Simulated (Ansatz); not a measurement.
## Sc3BC (built on the sites of a database entry of Sc3InC): following an unstable mode

Which phase does Sc3BC (built on the sites of a database entry of Sc3InC) fall into along its unstable mode, and how much energy does it gain?

Method: DFT LDA, scalar-relativistic, plane waves, PAW, in Ansatz 0.2.0.

The structure was built from a prototype and need not be the compound's stable phase.

## 1. The starting structure

The structure is cubic, space group Pm-3m (No. 221). The conventional cell has a = 4.267 Å, b = 4.267 Å, c = 4.267 Å, α = 90.00°, β = 90.00°, γ = 90.00°. Nearest to Sc lie 2 C at 2.13 Å and 4 B at 3.02 Å and 8 Sc at 3.02 Å. Nearest to B lie 12 Sc at 3.02 Å. Nearest to C lie 6 Sc at 2.13 Å. Farther neighbours are not listed.

## 2. The dispersion

The cell comes from relaxations at this level that are not shown. Stability and thermal properties need the whole zone. Linear response on a 4×4×4 q mesh gives force constants as far as a supercell of that size would.

Input file input.yaml:

```yaml
crystal:
  lattice:
    - [4.2666960729, 0.0, 0.0]
    - [0.0, 4.2666960729, 0.0]
    - [0.0, 0.0, 4.2666960729]
  atoms:
    - { symbol: Sc, position: [0.5, 0.0, 0.5] }
    - { symbol: Sc, position: [0.0, 0.5, 0.5] }
    - { symbol: Sc, position: [0.5, 0.5, 0.0] }
    - { symbol: B, position: [0.0, 0.0, 0.0] }
    - { symbol: C, position: [0.5, 0.5, 0.5] }
kpoints:
  mp_grid: { grid: [8, 8, 8] }
hamiltonian:
  xc: lda
scf:
  occupations: { method: methfessel_paxton, width: 0.2 }
output:
  eigenvalues: true
phonons:
  method: dfpt
  qmesh: [4, 4, 4]
  temperatures: { t_max: 1000, t_step: 50 }
  qpath:
    path:
      - [[0.0, 0.0, 0.0], [0.0, 0.5, 0.0], [0.5, 0.5, 0.0], [0.0, 0.0, 0.0], [0.5, 0.5, 0.5], [0.0, 0.5, 0.0]]
      - [[0.5, 0.5, 0.5], [0.5, 0.5, 0.0]]
    npoints: 10
```

Started as:

```
> ansatz run input.yaml --threads 8 --pin off --max-ram 14336MiB --backend cpu --events-out ev --progress --plain --runs-dir out
```

Numbers of over 12 decimals in the logs are rounded to 6 here.

The log of the run:

```text
Engine: ansatz 0.2.0, x86_64-unknown-linux-gnu
Pseudopotentials: kind: paw
Pseudopotential: Sc, paw, valence charge 11, recommended cutoff 420 eV (normal), Sc.paw.azcp
Pseudopotential: B, paw, valence charge 3, recommended cutoff 420 eV (normal), B.paw.azcp
Pseudopotential: C, paw, valence charge 4, recommended cutoff 420 eV (normal), C.paw.azcp
Functional definition: SPW92
  exchange = slater_x
  correlation = pw_c
Crystal: 5 atoms, lattice volume = 77.674 Å³
Basis set: ecut = 420 eV, 1503 PW (Γ), exchange–correlation on 60×60×60 points (8 copies of the dense FFT grid, shifted against one another)
Bands: 25, of which v1, the nominal top of the filled ones, is band 20 counted from 1 (19 counted from 0)
Symmetry: 48 space group operations
k-points: 35 of 512
Non-local potential: Sc, projectors of the file, l = 0: 3, l = 1: 2, l = 2: 3, l = 3: 1
Non-local potential: B, projectors of the file, l = 0: 2, l = 1: 2, l = 2: 1
Non-local potential: C, projectors of the file, l = 0: 2, l = 1: 2, l = 2: 1
PAW form: soft (Blöchl's): semilocal exchange-correlation on the pseudo side does not see the compensation charge
PAW frozen core: Sc, regenerated for the run's functional, and the local potential with it (the file was generated under x = pbe(κ = 0.804, μ = 0.219515), c = pbe(β = 0.066725))
PAW frozen core: B, regenerated for the run's functional, and the local potential with it (the file was generated under x = pbe(κ = 0.804, μ = 0.219515), c = pbe(β = 0.066725))
PAW frozen core: C, regenerated for the run's functional, and the local potential with it (the file was generated under x = pbe(κ = 0.804, μ = 0.219515), c = pbe(β = 0.066725))
PAW one-centre angular grid: Sc, 590 points (default); XC on 64 Gauss nodes
PAW one-centre angular grid: B, 110 points (default); XC on 64 Gauss nodes
PAW one-centre angular grid: C, 110 points (default); XC on 64 Gauss nodes
Initial density: superposition of atomic densities (neutral atoms: chi_scale 0, normalization atom), corrected by the library's trained network
Initial wavefunctions: pseudopotential atomic-orbital guess
Functional: x = slater, c = lda
SCF iter   1: F=—  HF=-6660.663934 eV  |F-HF|=—  |Δ(HF+E_count)|=         —  Δρ=1.06e-2  dr2=1.77e-1  ethr=1.77e-3  ⟨swp⟩=4.1  Hψ=3513  notcnv=0
preconditioner: auto → Kerker (q_TF=auto, 2.443 Å⁻¹)  [metal: Δε(μ)=0.050 eV  Ē_g=4.830 eV  σ=0.200 eV  W_gap=0.21  n_scr=18 (ndim 8)  ℏωp=16.9 eV  f_vac=0.000  D(μ)=0.63/eV (n_scr^D=0)]
SCF iter   2: F=—  HF=-6660.628186 eV  |F-HF|=—  |Δ(HF+E_count)|=   3.57e-2  S|Δr|=    0.00e0  Δρ=4.81e-3  dr2=3.05e-2  ethr=4.43e-4  ⟨swp⟩=2.0  Hψ=1330  notcnv=0
SCF iter   3: F=—  HF=-6660.620110 eV  |F-HF|=—  |Δ(HF+E_count)|=   8.08e-3  S|Δr|=    0.00e0  Δρ=1.99e-3  dr2=5.42e-3  ethr=7.62e-5  ⟨swp⟩=2.1  Hψ=1016  notcnv=0
SCF iter   4: F=—  HF=-6660.618364 eV  |F-HF|=—  |Δ(HF+E_count)|=   1.75e-3  S|Δr|=    0.00e0  Δρ=5.50e-4  dr2=4.18e-4  ethr=1.35e-5  ⟨swp⟩=2.0  Hψ=1086  notcnv=0
SCF iter   5: F=—  HF=-6660.618245 eV  |F-HF|=—  |Δ(HF+E_count)|=   1.19e-4  S|Δr|=    0.00e0  Δρ=1.94e-4  dr2=2.64e-5  ethr=1.04e-6  ⟨swp⟩=2.3  Hψ=1177  notcnv=0
SCF iter   6: F=—  HF=-6660.618243 eV  |F-HF|=—  |Δ(HF+E_count)|=   1.42e-6  S|Δr|=    0.00e0  Δρ=3.55e-5  dr2=1.13e-6  ethr=6.60e-8  ⟨swp⟩=2.3  Hψ=1089  notcnv=0
SCF iter   7: F=—  HF=-6660.618243 eV  |F-HF|=—  |Δ(HF+E_count)|=   8.61e-7  S|Δr|=    0.00e0  Δρ=7.11e-6  dr2=3.30e-8  ethr=2.83e-9  ⟨swp⟩=2.0  Hψ=1105  notcnv=0  defer=1
SCF iter   8: F=—  HF=-6660.618243 eV  |F-HF|=—  |Δ(HF+E_count)|=   2.99e-9  S|Δr|=    0.00e0  Δρ=1.30e-6  dr2=1.37e-9  ethr=8.25e-11  ⟨swp⟩=2.0  Hψ=1079  notcnv=0  defer=1
SCF iter   9: F=—  HF=-6660.618243 eV  |F-HF|=—  |Δ(HF+E_count)|=  1.56e-10  S|Δr|=    0.00e0  Δρ=1.42e-7  dr2=1.59e-11  ethr=3.43e-12  ⟨swp⟩=2.0  Hψ=1125  notcnv=0  defer=1
SCF iter  10: F=-6660.618243 eV  HF=-6660.618243 eV  |F-HF|=0.00e0  |Δ(HF+E_count)|=  9.09e-13  S|Δr|=    0.00e0  Δρ=4.39e-8  dr2=1.36e-12  ethr=1.00e-12  ⟨swp⟩=7.0  Hψ=3336  notcnv=0
SCF 1 converged in 10 iterations: F = -6660.618243 eV  dr2 = 1.36e-12
  greatest PAW one-centre occupation: 0.998 electrons in one spin orbital (limit 2), on the Sc atom at site 1 (counted from 0), in its partial waves of l = 0
Initial density: read from a saved state, or passed on in memory by an earlier SCF of this step, an earlier step, the calling program or the single point that the run made first
[...]
eigensolver tolerance schedule: the retry pair's looser diagonalisation over-reported the residual by 1297634.89 of it (diagonalisation noise at an unbounded share of the residual, at the tolerance the schedule requests for it); recorded, not acted on — ethr = c·dr2/N_el stays at c = 1.0e-1
preconditioner: auto → Kerker (q_TF=auto, 2.443 Å⁻¹)  [metal: Δε(μ)=0.049 eV  Ē_g=4.877 eV  σ=0.200 eV  W_gap=0.20  n_scr=18 (ndim 8)  ℏωp=16.9 eV  f_vac=0.000  D(μ)=0.64/eV (n_scr^D=0)]
SCF iter   2: F=—  HF=-6660.618243 eV  |F-HF|=—  |Δ(HF+E_count)|=   1.64e-6  S|Δr|=    0.00e0  Δρ=3.90e-8  dr2=1.37e-12  ethr=1.00e-12  ⟨swp⟩=4.3  Hψ=2692  notcnv=0
SCF iter   3: F=-6660.618243 eV  HF=-6660.618243 eV  |F-HF|=2.73e-12  |Δ(HF+E_count)|=    0.00e0  S|Δr|=    0.00e0  Δρ=2.92e-8  dr2=7.11e-13  ethr=1.00e-12  ⟨swp⟩=1.0  Hψ=1897  notcnv=0
SCF 2 converged in 3 iterations: F = -6660.618243 eV  dr2 = 7.11e-13
  greatest PAW one-centre occupation: 0.998 electrons in one spin orbital (limit 2), on the Sc atom at site 2 (counted from 0), in its partial waves of l = 0
k-points: 75 of 512 (irreducible under 8 space group operations, time reversal used)
iter 1 solved again at ethr=2.47e-7 eV; its pass at ethr=3.10e-3 eV (dr2=9.89e-5 eV) is discarded
SCF iter   1: F=—  HF=-6660.619798 eV  |F-HF|=—  |Δ(HF+E_count)|=         —  Δρ=2.41e-4  dr2=1.29e-4  ethr=2.47e-7  ⟨swp⟩=2.0  Hψ=11089  notcnv=0  defer=214
preconditioner: auto → Resta (q_TF=auto, 2.443 Å⁻¹)  ε∞=12.9  [insulator: Δε(μ)=0.000 eV  Ē_g=4.878 eV  n_scr=18 (ndim 8)  ℏωp=16.9 eV  f_vac=0.000  ε∞_Penn≈12.9]
SCF iter   2: F=—  HF=-6660.619775 eV  |F-HF|=—  |Δ(HF+E_count)|=   2.32e-5  Δρ=8.87e-5  dr2=1.24e-5  ethr=2.47e-7  ⟨swp⟩=2.0  Hψ=2376  notcnv=0  defer=129
SCF iter   3: F=—  HF=-6660.619775 eV  |F-HF|=—  |Δ(HF+E_count)|=   3.02e-7  Δρ=4.35e-5  dr2=1.81e-6  ethr=3.09e-8  ⟨swp⟩=2.0  Hψ=2162  notcnv=0  defer=72
SCF iter   4: F=—  HF=-6660.619772 eV  |F-HF|=—  |Δ(HF+E_count)|=   2.99e-6  Δρ=7.07e-6  dr2=4.48e-8  ethr=4.53e-9  ⟨swp⟩=2.0  Hψ=2297  notcnv=0  defer=70
SCF iter   5: F=—  HF=-6660.619772 eV  |F-HF|=—  |Δ(HF+E_count)|=   8.37e-9  Δρ=2.69e-6  dr2=4.83e-9  ethr=1.12e-10  ⟨swp⟩=2.0  Hψ=2407  notcnv=0  defer=70
[...]
NSCF: frozen V_eff on 51 k-points
NSCF: frozen V_eff on 35 k-points
[...]
DFPT response loops at q = (0, 0, 0) (fractional): preconditioner auto → Kerker (q_TF=auto, 2.443 Å⁻¹) (partly filled bands, converged f_vac=0.000); β = 1.00, the filter's whole step (`scf.mixing.beta` (0.50) is not read by the response loops under this deck's `scf.mixing.preconditioner`; to damp them name `kerker` or `kerker_dos`, under which they read `scf.mixing.beta`, and type it under 1.00, their step now; both keys bind the ground state too); Broyden in place of MSR1
NSCF: frozen V_eff on 400 k-points
DFPT response loops at q = (0, 0, 0.25) (fractional): mixed as the last ones told, above
NSCF: frozen V_eff on 250 k-points
DFPT response loops at q = (0, 0, -0.5) (fractional): mixed as the last ones told, above
NSCF: frozen V_eff on 640 k-points
DFPT response loops at q = (0, 0.25, 0.25) (fractional): mixed as the last ones told, above
NSCF: frozen V_eff on 400 k-points
DFPT response loops at q = (0, 0.25, -0.5) (fractional): mixed as the last ones told, above
NSCF: frozen V_eff on 250 k-points
DFPT response loops at q = (0, -0.5, -0.5) (fractional): mixed as the last ones told, above
NSCF: frozen V_eff on 1024 k-points
DFPT response loops at q = (0.25, 0.25, 0.25) (fractional): mixed as the last ones told, above
NSCF: frozen V_eff on 640 k-points
DFPT response loops at q = (0.25, 0.25, -0.5) (fractional): mixed as the last ones told, above
NSCF: frozen V_eff on 400 k-points
DFPT response loops at q = (0.25, -0.5, -0.5) (fractional): mixed as the last ones told, above
NSCF: frozen V_eff on 250 k-points
DFPT response loops at q = (-0.5, -0.5, -0.5) (fractional): mixed as the last ones told, above
SCF converged after 10 iterations
Stability not checked: this state was not tested for a lower state beside it, because cold or Methfessel-Paxton smearing, or corrected tetrahedra, fill the levels in a way that the test cannot read (fill_not_monotonic; see scf.lower_state_search)
Free energy (F): -6660.618243 eV
Harris-Foulkes:  -6660.618243 eV  (|F-HF|=0.00e0)
Internal energy: -6660.627026 eV  (E = F + TS)
E sigma→0 (E₀):  -6660.620439 eV
Entropy (-TS):   0.008784 eV (1.757 meV/atom)
Fermi energy:    9.779265 eV
Step filling:    the computed levels leave a gap of 0.0000 eV = 0.0 smearing widths at the electron count; against every level under it full and every level over it empty, smearing changes F+E_penalty+E_count by +1.557 meV and its σ→0 estimate by -0.639 meV
--- Per-component energies (eV) ---
  E_band       = -431.566080
  E_kinetic    = 921.720043
  E_local      = -2706.261080  (includes V_loc(G=0)·N_el)
  E_nonlocal   = 297.325952
  E_hartree    = 950.819990
  E_xc         = -390.927426
  E_vxc        = -485.562154  (∫ρ·V_xc dr)
  E_paw        = -2893.184029  (= ΣΔE_a)
  E_vpaw       = -360.428831  (= ΣTr[D̂ρ^β])
  E_aug_tail   = 0.000028  (compensation charges beyond the density's cutoff)
  E_ewald      = -2841.143940
  E_core_change = 1.023435  (= ΣΔE_core)
  E_smearing   = 0.008784  (= −TS)
  E_closure    = 0.000000  (closes the sum)
  Σ components = -6660.618243   (vs F -6660.618243, Δ=0.00e0)
--- Band table (eV; the first three rows and the last of 35) ---
  k-point 0: bands = [... 16 lower, 9.2150, 9.7001, 9.7001, 9.7695, 9.7695, 9.7695, 11.8591, 11.8591, ... 1 higher]
  k-point 1: bands = [... 16 lower, 9.0851, 9.7157, 9.7355, 9.7355, 9.8182, 9.8377, 11.4624, 11.9762, ... 1 higher]
  k-point 2: bands = [... 16 lower, 8.8466, 9.0017, 9.6110, 9.6110, 9.9465, 10.2198, 11.4436, 12.2906, ... 1 higher]
  k-point 34: bands = [... 16 lower, 5.8338, 9.3752, 9.3752, 9.3752, 11.6671, 11.6671, 11.6671, 11.8513, ... 1 higher]
--- Phonons (Γ-DFPT): 4 representative perturbations + reference (Σ response iterations 12) ---
  ASR residual: 3.194e-5 → 0.000e0 eV/Å²; symmetrization residual: 1.315e-6 eV/Å²
  ASR residual per site (eV/Å²): 1.63e-5 1.63e-5 1.63e-5 1.96e-5 3.19e-5
  Γ frequencies (cm⁻¹): -126.69 -126.69 -126.69 0.00 0.00 0.00 114.26 114.26 114.26 329.53 329.53 329.53 547.39 547.39 547.39
--- Phonons (arbitrary-q DFPT): 10 irreducible q on the 4×4×4 mesh ---
  q = [0.0000, 0.0000, 0.0000] (star 1, of the zone-centre solve; hermiticity 1.38e-7, symmetrization 6.81e-13): -126.69 -126.69 -126.69 -0.00 -0.00 0.00 114.26 114.26 114.26 329.53 329.53 329.53 547.39 547.39 547.39
  q = [0.0000, 0.0000, 0.2500] (star 6, 9 solved perturbations in 1560 linear systems a pass and spin channel, the states on 200 of 512 k-point pairs; hermiticity 3.42e-7, symmetrization 4.03e-13): -94.05 -94.05 81.03 81.03 112.85 130.65 130.65 146.53 191.15 310.60 310.60 365.78 570.62 570.62 635.52
  q = [0.0000, 0.0000, -0.5000] (star 3, 9 solved perturbations in 975 linear systems a pass and spin channel, the states on 125 of 512 k-point pairs; hermiticity 1.36e-7, symmetrization 1.93e-13): -41.00 -41.00 83.33 83.33 114.07 184.73 184.73 187.37 233.41 280.85 280.85 407.33 587.30 587.30 666.17
  q = [0.0000, 0.2500, 0.2500] (star 12, 9 solved perturbations in 2460 linear systems a pass and spin channel, the states on 320 of 512 k-point pairs; hermiticity 2.73e-7, symmetrization 3.61e-14): -73.05 -47.99 67.49 98.90 124.44 126.87 178.41 200.35 219.39 294.63 338.63 374.77 579.24 610.75 642.68
  q = [0.0000, 0.2500, -0.5000] (star 12, 15 solved perturbations on 200 of 512 k-point pairs; hermiticity 2.08e-7, symmetrization 6.72e-15): -86.86 47.75 74.59 88.28 108.67 173.58 220.17 229.15 239.96 269.93 334.42 416.58 588.93 622.27 660.49
  q = [0.0000, -0.5000, -0.5000] (star 3, 9 solved perturbations in 975 linear systems a pass and spin channel, the states on 125 of 512 k-point pairs; hermiticity 1.37e-7, symmetrization 3.06e-14): -131.21 49.07 49.07 136.88 136.88 139.96 244.39 244.39 253.81 267.92 352.69 448.91 592.30 652.67 652.67
  q = [0.2500, 0.2500, 0.2500] (star 8, 4 solved perturbations in 1376 linear systems a pass and spin channel, the states on 512 of 512 k-point pairs; hermiticity 3.41e-7, symmetrization 1.34e-13): -59.79 -59.79 21.18 72.35 72.35 168.78 227.75 227.75 233.22 332.66 332.66 387.78 614.22 614.22 649.16
  q = [0.2500, 0.2500, -0.5000] (star 12, 9 solved perturbations in 2460 linear systems a pass and spin channel, the states on 320 of 512 k-point pairs; hermiticity 1.49e-7, symmetrization 1.53e-13): -87.47 -79.05 -19.96 30.29 107.28 147.24 251.06 258.87 265.73 319.64 339.42 426.05 618.03 632.19 658.15
  q = [0.2500, -0.5000, -0.5000] (star 6, 9 solved perturbations in 1560 linear systems a pass and spin channel, the states on 200 of 512 k-point pairs; hermiticity 1.60e-7, symmetrization 5.28e-14): -128.80 -86.06 -86.06 92.10 92.10 96.64 279.29 279.29 288.57 322.33 354.82 455.79 626.87 653.92 653.92
  q = [-0.5000, -0.5000, -0.5000] (star 1, 4 solved perturbations in 350 linear systems a pass and spin channel, the states on 125 of 512 k-point pairs; hermiticity 1.32e-7, symmetrization 3.34e-13): -129.27 -129.27 -129.27 46.30 46.30 46.30 303.79 303.79 303.79 356.75 356.75 482.42 653.92 653.92 653.92
  sum rule: each row above includes the acoustic sum rule's correction from the zone centre's row sums; it moved no ω² by more than (0.85 cm⁻¹)²
  mesh force constants: q→R imaginary residual 3.40e-19; ASR residual 3.194e-5 → 0.000e0 eV/Å²; symmetrization residual 1.243e-14 eV/Å²
  interpolated dispersion: 62 rows × 15 modes
  density of states and harmonic sums: on the 16×16×16 q-mesh, interpolated from the force constants of a 4×4×4 supercell (no non-analytic term)
  largest difference from the sums on the solved wave vectors: F 3.74e-2 eV, S 4.92e-5 and C_V 1.22e-5 eV/K
  zero-point energy: 0.246182 eV/cell   skipped modes (ω ≤ 0): 341, of them read as no rigid motion or as one in doubt: 338 (1.987e0 modes/cell left out, lowest -131.21 cm⁻¹)   left out of the sums: 1.33e-1 of the cell's modes: C_V's classical limit lies that fraction below 3 k_B per atom; for a crystal, a wire or a layer, F and S can be off by more, and a phonons.interpolated_qmesh denser along its periods is the remedy for the sampling
```

The job ended after 4.2 min (8 threads of Intel Xeon Platinum 8488C (Sapphire Rapids), shared host; peak memory 2.7 GiB; 31 min of CPU time).

In the SCF lines HF is the Harris–Foulkes energy and dr2 the Hartree energy of the density residual, in eV; the loop may stop once dr2 is under the threshold and the program's other checks hold. Hψ counts applications of the Hamiltonian.

Numbers from this step:

- volume per atom: 15.53 Å³
- gap on the k-mesh: 0 eV
- sum-rule residual before enforcement: 3.19e-5 eV/Å²
- lowest frequency on the path: -131.2 cm⁻¹
- point group: m-3m
- highest frequency on the path or at a solved wavevector: 666.2 cm⁻¹
- highest optical mode at the zone centre (no LO-TO term): 547.4 cm⁻¹
- lowest optical zone-centre mode: -126.7 cm⁻¹
- lowest mode on the q mesh (acoustic modes at Γ apart): -131.2 cm⁻¹

Frequencies (cm⁻¹) solved at each irreducible wavevector; negative means imaginary. Frequencies by wavevector, by row:

```csv
q in reciprocal lattice units,star,mode 1,mode 2,mode 3,mode 4,mode 13,mode 14,mode 15
0 0 0,1,-126.7,-126.7,-126.7,0,547.4,547.4,547.4
0 0 0.25,6,-94,-94,81,81,570.6,570.6,635.5
0 0 -0.5,3,-41,-41,83.3,83.3,587.3,587.3,666.2
0 0.25 0.25,12,-73,-48,67.5,98.9,579.2,610.8,642.7
0 0.25 -0.5,12,-86.9,47.8,74.6,88.3,588.9,622.3,660.5
0 -0.5 -0.5,3,-131.2,49.1,49.1,136.9,592.3,652.7,652.7
0.25 0.25 0.25,8,-59.8,-59.8,21.2,72.3,614.2,614.2,649.2
0.25 0.25 -0.5,12,-87.5,-79,-20,30.3,618,632.2,658.1
0.25 -0.5 -0.5,6,-128.8,-86.1,-86.1,92.1,626.9,653.9,653.9
-0.5 -0.5 -0.5,1,-129.3,-129.3,-129.3,46.3,653.9,653.9,653.9
```

Interpolated from a 4×4×4 q mesh. The phonon branches at the labelled points (cm⁻¹):

```csv
point,branch 1,branch 2,branch 3,branch 4,branch 12,branch 13,branch 14,branch 15
Γ,-127,-127,-127,0,330,547,547,547
halfway,-94,-94,81,81,366,571,571,636
X,-41,-41,83,83,407,587,587,666
halfway,-87,48,75,88,417,589,622,660
M,-131,49,49,137,449,592,653,653
halfway,-73,-48,68,99,375,579,611,643
Γ,-127,-127,-127,0,330,547,547,547
halfway,-60,-60,21,72,388,614,614,649
R,-129,-129,-129,46,482,654,654,654
halfway,-88,-79,-20,30,426,618,632,658
X,-41,-41,83,83,407,587,587,666
jump to R,-129,-129,-129,46,482,654,654,654
halfway,-129,-86,-86,92,456,627,654,654
M,-131,49,49,137,449,592,653,653
```

Symmetry leaves 10 wavevectors to solve. The lowest mode among them, the acoustic zeros apart, lies at q = (0, -0.5, -0.5) and is imaginary, 131.2i cm⁻¹, so the energy falls along it.

## 3. The mode frozen in, largest atomic shift 0 Å

The mode followed lies at q = (-0.5, -0.5, -0.5) with frequency 129.3i cm⁻¹ and is 3-fold degenerate, one of the unstable modes though not the softest. At small amplitude the distorted cell has space group no. 167 by a symmetry search on the positions. The undistorted cell that holds it gives the zero of energy on the same k mesh.

System of this step: Sc3BC (built on the sites of a database entry of Sc3InC). The structure is cubic, space group Pm-3m (No. 221). Conventional cell: a = 4.267 Å, b = 4.267 Å, c = 4.267 Å, α = 90.00°, β = 90.00°, γ = 90.00°. Nearest to Sc lie 2 C at 2.13 Å and 8 Sc at 3.02 Å and 4 B at 3.02 Å. Nearest to B lie 12 Sc at 3.02 Å. Nearest to C lie 6 Sc at 2.13 Å. Farther neighbours are not listed.

Input file input.yaml:

```yaml
crystal:
  lattice:
    - [4.2666960729, 4.2666960729, 0.0]
    - [4.2666960729, 0.0, 4.2666960729]
    - [4.2666960729, 0.0, -4.2666960729]
  atoms:
    - { symbol: Sc, position: [0.0, 0.5, 0.0] }
    - { symbol: Sc, position: [0.0, 0.0, 0.5] }
    - { symbol: Sc, position: [0.5, 0.0, 0.5] }
    - { symbol: Sc, position: [0.5, 0.5, 0.0] }
    - { symbol: Sc, position: [0.5, 0.0, 1.0] }
    - { symbol: Sc, position: [0.5, 0.5, 0.5] }
    - { symbol: B, position: [0.0, 0.0, 0.0] }
    - { symbol: B, position: [0.0, 0.5, 0.5] }
    - { symbol: C, position: [0.5, 0.25, 0.75] }
    - { symbol: C, position: [0.5, 0.75, 0.25] }
kpoints:
  mp_grid: { grid: [8, 8, 8] }
hamiltonian:
  xc: lda
scf:
  occupations: { method: methfessel_paxton, width: 0.2 }
output:
  forces: true
  stress: true
  eigenvalues: true
```

The log of the run:

```text
[...]
Crystal: 10 atoms, lattice volume = 155.348 Å³
Basis set: ecut = 420 eV, 3071 PW (Γ)
Bands: 50, of which v1, the nominal top of the filled ones, is band 40 counted from 1 (39 counted from 0)
Symmetry: 96 space group operations
[...]
k-points: 29 of 512
[...]
k-point 0: bands = [... 36 lower, 9.3755, 9.7001, 9.7001, 9.7694, 9.7694, 9.7694, 11.6669, 11.6669, ... 6 higher]
  k-point 1: bands = [... 36 lower, 9.3286, 9.6667, 9.7118, 9.7118, 9.8954, 9.8954, 11.7036, 11.7373, ... 6 higher]
  k-point 2: bands = [... 36 lower, 9.2367, 9.3141, 9.5692, 9.5692, 10.1686, 10.1686, 11.6014, 11.6014, ... 6 higher]
  k-point 28: bands = [... 36 lower, 9.0819, 9.0819, 9.3521, 9.3521, 10.8692, 10.8692, 11.3336, 11.3336, ... 6 higher]
[key lines of the parts left out:]
SCF converged after 7 iterations
Free energy (F): -13321.238004 eV
Fermi energy:    9.777854 eV
P = ⅓ Tr σ = -0.0173 GPa (-0.173 kbar)
```

Wall time 1.7 s (8 threads); peak memory 0.84 GiB.

This step gave:

```yaml
pressure: -0.01727 GPa
energy_from_the_undistorted_cell: 0 meV/atom
```

The run ends at a pressure of -0.02 GPa.

(Part 1 of 2 ends here.)

[Logs are printed without paths, hosts, clocks, repeated set-up lines and the standing remarks that a program may print on its own settings, such as how far it seeks lower states.]

[Hosts, paths, dates, database ids (printed as entryN), source tags and the programs' standing remarks are cut or masked in the printed files.]
